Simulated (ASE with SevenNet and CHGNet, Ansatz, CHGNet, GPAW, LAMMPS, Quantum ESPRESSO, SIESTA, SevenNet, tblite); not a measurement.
**Machine-learned potentials on amorphous polyacrylonitrile (as short chains C14N4H18) at 540 K (108 atoms): settings against a plane-wave reference**

Wanted: machine-learned potentials inputs and outputs for amorphous polyacrylonitrile (as short chains C14N4H18) at 540 K (108 atoms), checked against a plane-wave reference.

Calculated with ASE with SevenNet and CHGNet; the method is named at each step.

### Step 1. The starting structure

The cell holds 108 atoms: 42 C, 12 N and 54 H. Cell: a = 10.877 Å, b = 10.877 Å, c = 10.877 Å, α = 90.0°, β = 90.0°, γ = 90.0°. 3 polyacrylonitrile chains of 4 units with methyl end groups placed at random, at 0.938 g/cm³; overlaps pushed apart, then 20 ps at 800 K with MMFF94 bonds, angles, torsions, charges and radii (Halgren, J. Comput. Chem. 17, 490 (1996)) in harmonic and 12-6 forms. Snapshot after 30 ps at 540 K and fixed volume.

The yardstick, on the same geometry:

* method: Kohn-Sham DFT, PBE, PAW, plane waves (Ansatz 0.2.0); cutoff 420 eV, Γ point, fermi-dirac smearing of 0.05 eV; PAW set soft_2
* r.m.s. force component: 1.085 eV/Å
* longest force: 4.805 eV/Å
* pressure: 1.522 GPa
* gap (highest filled to lowest empty level): 5.45 eV
* SCF cycles: 11
* time: 13 s on 4 threads of Arm Neoverse V1, shared host
* CPU time: 49 s

### Step 2. SevenNet 0 potential

Method: machine-learned interatomic potential SevenNet 0, trained on PBE(+U) plane-wave data.

run.py reads:

```python
import numpy as np
from ase.io import read
import mlip  # loads the published weights by name

atoms = read("structure.xyz")
atoms.calc = mlip.calc("7net-0")
energy = atoms.get_potential_energy()
forces = atoms.get_forces()
print(f"energy {energy:.6f} eV")
print("forces (eV/A)")
for i, (a, f) in enumerate(zip(atoms, forces)):
    print(f"{i:4d} {a.symbol:2s} {f[0]:10.5f} {f[1]:10.5f} {f[2]:10.5f}")
stress = -atoms.get_stress(voigt=False) * 160.21766
print("stress (GPa, compression positive)")
for row in stress:
    print(" ".join(f"{x:10.4f}" for x in row))
```

structure.xyz reads:

```xyz
108
Lattice="10.87734 0.00000 0.00000 0.00000 10.87734 0.00000 0.00000 0.00000 10.87734" Properties=species:S:1:pos:R:3 pbc="T T T"
C 5.18719 3.07818 8.16421
C 5.16500 2.66952 9.55030
C 3.82469 2.20277 9.92285
C 2.83039 3.28583 10.13181
N 1.97000 4.06334 10.21665
C 4.10870 1.49281 0.38038
C 2.83681 0.82657 0.87008
C 2.68355 10.37220 0.38201
N 2.66451 9.37213 10.69841
C 2.78884 0.89444 2.37909
C 2.31948 2.15230 3.20436
C 0.94328 2.40117 2.98866
N 10.63902 2.38790 2.81332
C 3.19946 3.45366 3.02858
C 2.77394 4.71293 3.94064
C 2.46905 4.28904 5.22743
N 1.99262 4.12219 6.29809
C 3.88332 5.78751 3.87103
H 4.48843 3.93151 8.00061
H 6.15940 3.30856 7.79198
H 4.73839 2.27956 7.53854
H 5.46847 3.47216 10.28170
H 5.89856 1.87395 9.68323
H 3.49902 1.46170 9.19244
H 4.48940 2.16165 1.12874
H 4.90253 0.70170 0.30924
H 1.94280 1.34574 0.66276
H 2.11564 0.07005 2.67583
H 3.74159 0.77294 2.90120
H 2.38083 1.80847 4.28578
H 3.11070 3.80152 2.00197
H 4.19474 3.23644 3.20294
H 1.79443 5.13149 3.53796
H 3.59474 6.75929 4.29981
H 4.22389 5.96785 2.82626
H 4.64158 5.61499 4.60949
C 0.82940 8.40851 5.17435
C 1.42439 7.39452 6.20715
C 1.22794 7.90978 7.65547
C 10.63086 7.91033 7.95308
N 9.44327 7.92305 7.97744
C 2.03036 7.20569 8.81956
C 3.49913 6.99043 8.54382
C 4.33897 6.52771 9.71999
N 4.95811 6.23946 10.64478
C 4.31526 8.09948 7.88248
C 5.78914 7.84039 7.61958
C 6.31506 6.63746 6.94420
N 6.62278 5.68830 6.37499
C 6.38500 9.02493 6.92593
C 5.85147 9.13729 5.46945
C 5.45466 10.49990 5.16652
N 5.00847 0.73792 5.03338
C 6.92832 8.76724 4.48353
H 0.56562 7.92523 4.19887
H 10.76900 8.84676 5.50480
[... 48 atom lines left out ...]
H 9.95995 3.24569 4.95615
H 7.61044 3.52328 5.08907
H 7.34231 2.06920 6.15842
H 8.02378 1.85665 4.47635
```

Command:

```
$ OMP_NUM_THREADS=1 python run.py > output.txt
```

Output:

```text
energy -665.833740 eV
forces (eV/A)
   0 C    -1.57448    0.71729   -1.90378
   1 C     1.28337    1.03045    1.44516
   2 C    -0.43797   -0.10981    1.74953
   3 C     0.66817   -1.09284   -0.62674
   4 N    -0.07544    0.48759    0.15891
   5 C    -0.49361   -1.30785   -0.62631
   6 C     0.86002    1.00556    1.51773
   7 C     0.29103    1.25680    0.41824
   8 N    -0.12858   -2.02375   -0.89543
   9 C    -0.24467   -0.38579    2.08062
  10 C     1.03723    0.39630    0.30513
  11 C    -3.84632   -0.25571   -0.78341
  12 N     2.77046    0.38676    0.42355
  13 C    -3.06610    0.66149    0.32337
  14 C     0.19225    0.00868   -2.77588
  15 C    -1.28151   -0.25722    3.30725
  16 N     0.93714   -0.07877   -1.14159
  17 C    -0.64802    0.65057   -0.13071
  18 H     0.50340   -0.14289   -0.03285
  19 H     0.80551    0.31519   -0.35721
  20 H     0.34762    0.06148   -0.19414
  21 H    -0.10408   -0.38384   -0.63344
  22 H     0.28321   -0.30066    0.17102
  23 H    -0.60832    0.02525   -0.15076
[...]
100 H     0.41868    0.00330   -0.02769
 101 H     0.34547   -0.41972   -0.08995
 102 H    -0.36533   -0.51498   -0.25517
 103 H    -0.25726   -0.37246    0.44823
 104 H    -0.64960   -0.09013    1.09321
 105 H    -0.77361   -0.00552   -0.08894
 106 H     0.04896    0.18917   -0.10935
 107 H    -0.22800    0.63673    0.80337
stress (GPa, compression positive)
    0.8141    -0.5034    -0.2004
   -0.5034     0.7250    -0.0367
   -0.2004    -0.0367     0.7701
```

It took 9.3 s on 1 thread of Arm Neoverse V1, shared host; peak memory 1.1 GiB.

Banners, paths, timers and routine set-up lines are dropped from the logs unmarked, and long logs keep their key lines alone; longer cuts are marked.

Compared with the plane-wave run:

| Quantity | Value |
| --- | --- |
| r.m.s. force component | 1.036 eV/Å |
| r.m.s. difference of force components | 228.4 meV/Å |
| longest difference of force vectors | 1253 meV/Å |
| force difference over r.m.s. force | 21.04 % |
| slope of forces against the reference's | 0.9334 |
| correlation of force components | 0.9779 |
| pressure | 0.7697 GPa |
| pressure difference | -0.7526 GPa |

Length of the force difference by element (eV/Å):

```
element  atoms  mean  most
      C     42  0.48   1.3
      H     54  0.15  0.36
      N     12  0.50  0.74
```

A closer look about C38, picked at random: 9 atoms, nearest first, numbered in the order of the input, with positions taken from that point.

```
atom      x      y      z  distance (Å)  bonds     Fx     Fy  Fz (eV/Å)
 C38   0.00   0.00   0.00          0.00      4  -2.20  -0.20      -0.72
 H59   1.04  -0.09  -0.31          1.09      1   0.10  -0.64       0.38
 H58  -0.66  -0.93  -0.14          1.15      1   1.37   0.68       0.27
 C39  -0.20   0.52   1.45          1.55      4  -0.45   0.82       0.75
 C37  -0.59   1.01  -1.03          1.56      4   0.98   0.72      -0.09
 H60  -0.02   1.59   1.38          2.11      1   0.60   0.50       0.31
 H57   0.15   1.90  -1.14          2.22      1  -1.08  -1.15      -0.22
 H56  -1.53   1.45  -0.70          2.23      1  -0.21   0.23       0.31
 H55  -0.86   0.53  -2.01          2.25      1   0.64   0.21       0.40
```

Atoms are counted from 1 here, from 0 in the log.

Forces lie 21 % from the reference's, at 0.19 times its CPU time (on 1 against 4 cores).

### Step 3. SevenNet l3i5 potential

Method: machine-learned interatomic potential SevenNet l3i5, trained on PBE(+U) plane-wave data.

run.py, as its differences from that of step 2:

```diff
@@ -5,3 +5,3 @@
 atoms = read("structure.xyz")
-atoms.calc = mlip.calc("7net-0")
+atoms.calc = mlip.calc("7net-l3i5")
 energy = atoms.get_potential_energy()
```

structure.xyz is that of step 2.

Output:

```text
energy -663.510132 eV
forces (eV/A)
   0 C    -1.59272    0.75605   -2.02883
   1 C     1.48570    1.17780    1.52577
   2 C     0.00098   -0.70965    1.74338
   3 C     0.35541   -0.85250   -0.68166
   4 N     0.11234    0.41239    0.23255
   5 C    -0.50202   -1.28876   -0.73473
   6 C     0.80910    0.95300    1.82537
   7 C     0.21553    1.21229    0.25233
   8 N    -0.09438   -2.15090   -0.79576
   9 C    -0.23055   -0.47579    2.14240
  10 C     1.54716    0.26625    0.62045
  11 C    -4.59881   -0.20057   -0.93095
  12 N     2.93605    0.43684    0.39016
  13 C    -3.38541    0.74705    0.44642
  14 C     0.29498    0.04180   -3.57306
  15 C    -1.56737   -0.37508    4.15732
  16 N     1.04878   -0.13703   -1.31872
  17 C    -0.68482    0.61160   -0.16137
  18 H     0.50704   -0.09603   -0.13678
  19 H     0.84815    0.37634   -0.42587
  20 H     0.38484    0.08750   -0.11070
  21 H    -0.04270   -0.30800   -0.66049
  22 H     0.10635   -0.34547    0.06987
  23 H    -0.78223    0.09442   -0.13926
[...]
100 H     0.49817    0.08592   -0.05833
 101 H     0.44987   -0.57292   -0.09174
 102 H    -0.31047   -0.52650   -0.18810
 103 H    -0.31350   -0.34559    0.55501
 104 H    -0.81202   -0.19933    1.30639
 105 H    -0.88005   -0.04472   -0.15506
 106 H    -0.00647    0.18417   -0.10643
 107 H    -0.31630    0.63110    0.76930
stress (GPa, compression positive)
    1.8254    -0.5131    -0.2508
   -0.5131     1.6001    -0.0288
   -0.2508    -0.0288     1.5291
```

The job ended after 13 s (1 thread; peak memory 1.8 GiB).

Against the reference:

```yaml
r_m_s_force_component: 1.102 eV/Å
r_m_s_difference_of_force_components: 166 meV/Å
longest_difference_of_force_vectors: 691.8 meV/Å
force_difference_over_r_m_s_force: 15.29 %
slope_of_forces_against_the_reference_s: 1.004
correlation_of_force_components: 0.9886
pressure: 1.651 GPa
pressure_difference: 0.1292 GPa
```

Against the first run (21 %), the force difference from the reference is 15 %, at 1.4 times the CPU time.

### Step 4. CHGNet 0.3.0 potential

Method: machine-learned interatomic potential CHGNet 0.3.0, trained on PBE(+U) plane-wave data.

run.py, as its differences from that of step 3:

```diff
@@ -5,3 +5,3 @@
 atoms = read("structure.xyz")
-atoms.calc = mlip.calc("7net-l3i5")
+atoms.calc = mlip.calc("chgnet-0.3.0")
 energy = atoms.get_potential_energy()
```

structure.xyz is that of step 3.

Output:

```text
CHGNet v0.3.0 initialized with 412,525 parameters
CHGNet will run on cpu
energy -669.993347 eV
forces (eV/A)
   0 C    -1.70097    0.55454   -1.95571
   1 C     1.59407    0.87599    1.54143
   2 C    -0.26205   -0.46710    1.40023
   3 C     0.38759   -0.82141   -0.62780
   4 N    -0.23141    0.77147    0.24744
   5 C    -0.00868   -1.11914   -0.40321
   6 C     0.77472    0.60989    1.59064
   7 C     0.04742    1.29306    0.09146
   8 N    -0.21048   -2.20447   -0.86064
   9 C    -0.04635   -0.22607    1.93973
  10 C     1.39061    0.10014    0.34295
  11 C    -3.81924   -0.05639   -0.46383
  12 N     2.40842    0.35486    0.32513
  13 C    -2.89648    0.80792    0.42862
  14 C     0.31910   -0.28128   -2.65858
  15 C    -1.60656   -0.09289    2.95367
  16 N     0.83905   -0.12182   -0.93350
  17 C    -0.73651    0.58994   -0.25995
  18 H     0.48306   -0.13636   -0.01761
  19 H     0.78510    0.36430   -0.30758
  20 H     0.34586    0.11656   -0.06517
  21 H    -0.08853   -0.32953   -0.62792
  22 H     0.17211   -0.28015    0.10754
  23 H    -0.60637   -0.02856   -0.18524
[...]
100 H     0.51535    0.09988   -0.11218
 101 H     0.45190   -0.43060   -0.10326
 102 H    -0.29531   -0.52817   -0.21564
 103 H    -0.25302   -0.23315    0.38436
 104 H    -0.61575   -0.20704    1.18655
 105 H    -0.67156   -0.01990   -0.09319
 106 H    -0.03071    0.10767   -0.15828
 107 H    -0.28722    0.65932    0.78824
stress (GPa, compression positive)
    1.8108    -0.7842    -0.1023
   -0.7842     1.3878    -0.0360
   -0.1023    -0.0360     0.7302
```

The job ended after 5.6 s (1 thread; peak memory 2 GiB).

Against the reference:

```
r.m.s. force component                  : 1.001 eV/Å
r.m.s. difference of force components   : 291.4 meV/Å
longest difference of force vectors     : 1191 meV/Å
force difference over r.m.s. force      : 26.86 %
slope of forces against the reference's : 0.8897
correlation of force components         : 0.9641
pressure                                : 1.31 GPa
pressure difference                     : -0.2127 GPa
```

Against the first run (21 %), the force difference from the reference is 27 %, at 0.58 times the CPU time.

### Step 5. The ladder

Differences are against the plane-wave reference, forces as r.m.s. over components; share is that over the reference's r.m.s. force, slope the least-squares factor from reference forces to these. Total energies of different programs have different zeros and aren't compared.

```csv
run,"Δ force, r.m.s. (meV/Å)",share (%),slope,Δ pressure (GPa),cores,CPU time,memory (GiB)
reference,-,-,-,-,4,49 s,1.2
SevenNet 0 potential,228,21.0,0.933,-0.753,1,9.2 s,1.1
SevenNet l3i5 potential,166,15.3,1.004,0.129,1,12 s,1.8
CHGNet 0.3.0 potential,291,26.9,0.890,-0.213,1,5.4 s,2.0
```

Times of the machine-learned potentials are mostly Python's start and the loading of weights.

CPU time is summed over cores on a shared host, where runs went side by side, so it is rough. Symmetry, cutoffs, thresholds, outputs and thread counts weren't matched or tuned between programs; memory under MPI is the largest rank's times the ranks.

### Step 6. What came out

```yaml
nearest_in_forces: SevenNet l3i5 potential, 15 %
its_cpu_time: 12 s
```

What this shows: Machine-learned potentials differ by 15 % (SevenNet l3i5 potential) to 27 % (CHGNet 0.3.0 potential); they were trained on other programs' data. Machine-learned potentials mimic data converged in k, so the reference's own k-point error enters their differences. The network of contacts between molecules at the start is that of the classical potential that made the cell, and needn't be the one that DFT or experiment would give. The reference's PBE has no dispersion term, which matters for the binding between molecules or layers. The density was typed from a rule of thumb and may lie off the real one at this temperature. The electronic-structure runs sample only Γ, in a cell whose shortest periodic width is 11 Å.

[Also dropped from logs without a mark: logging warnings of Python, and SIESTA's first energy breakdown and zero terms.]

[Logs are printed without paths, hosts, clocks, repeated set-up lines and the standing remarks that a program may print on its own settings, such as how far it seeks lower states.]

[Hosts, paths, dates, database ids (printed as entryN), source tags and the programs' standing remarks are cut or masked in the printed files.]

[The MMFF94 radii named for the starting cell were scaled by 0.96; in molecules described by MMFF94, hydrogen bound to N, O or S took a small fixed 12-6 site in their place.]
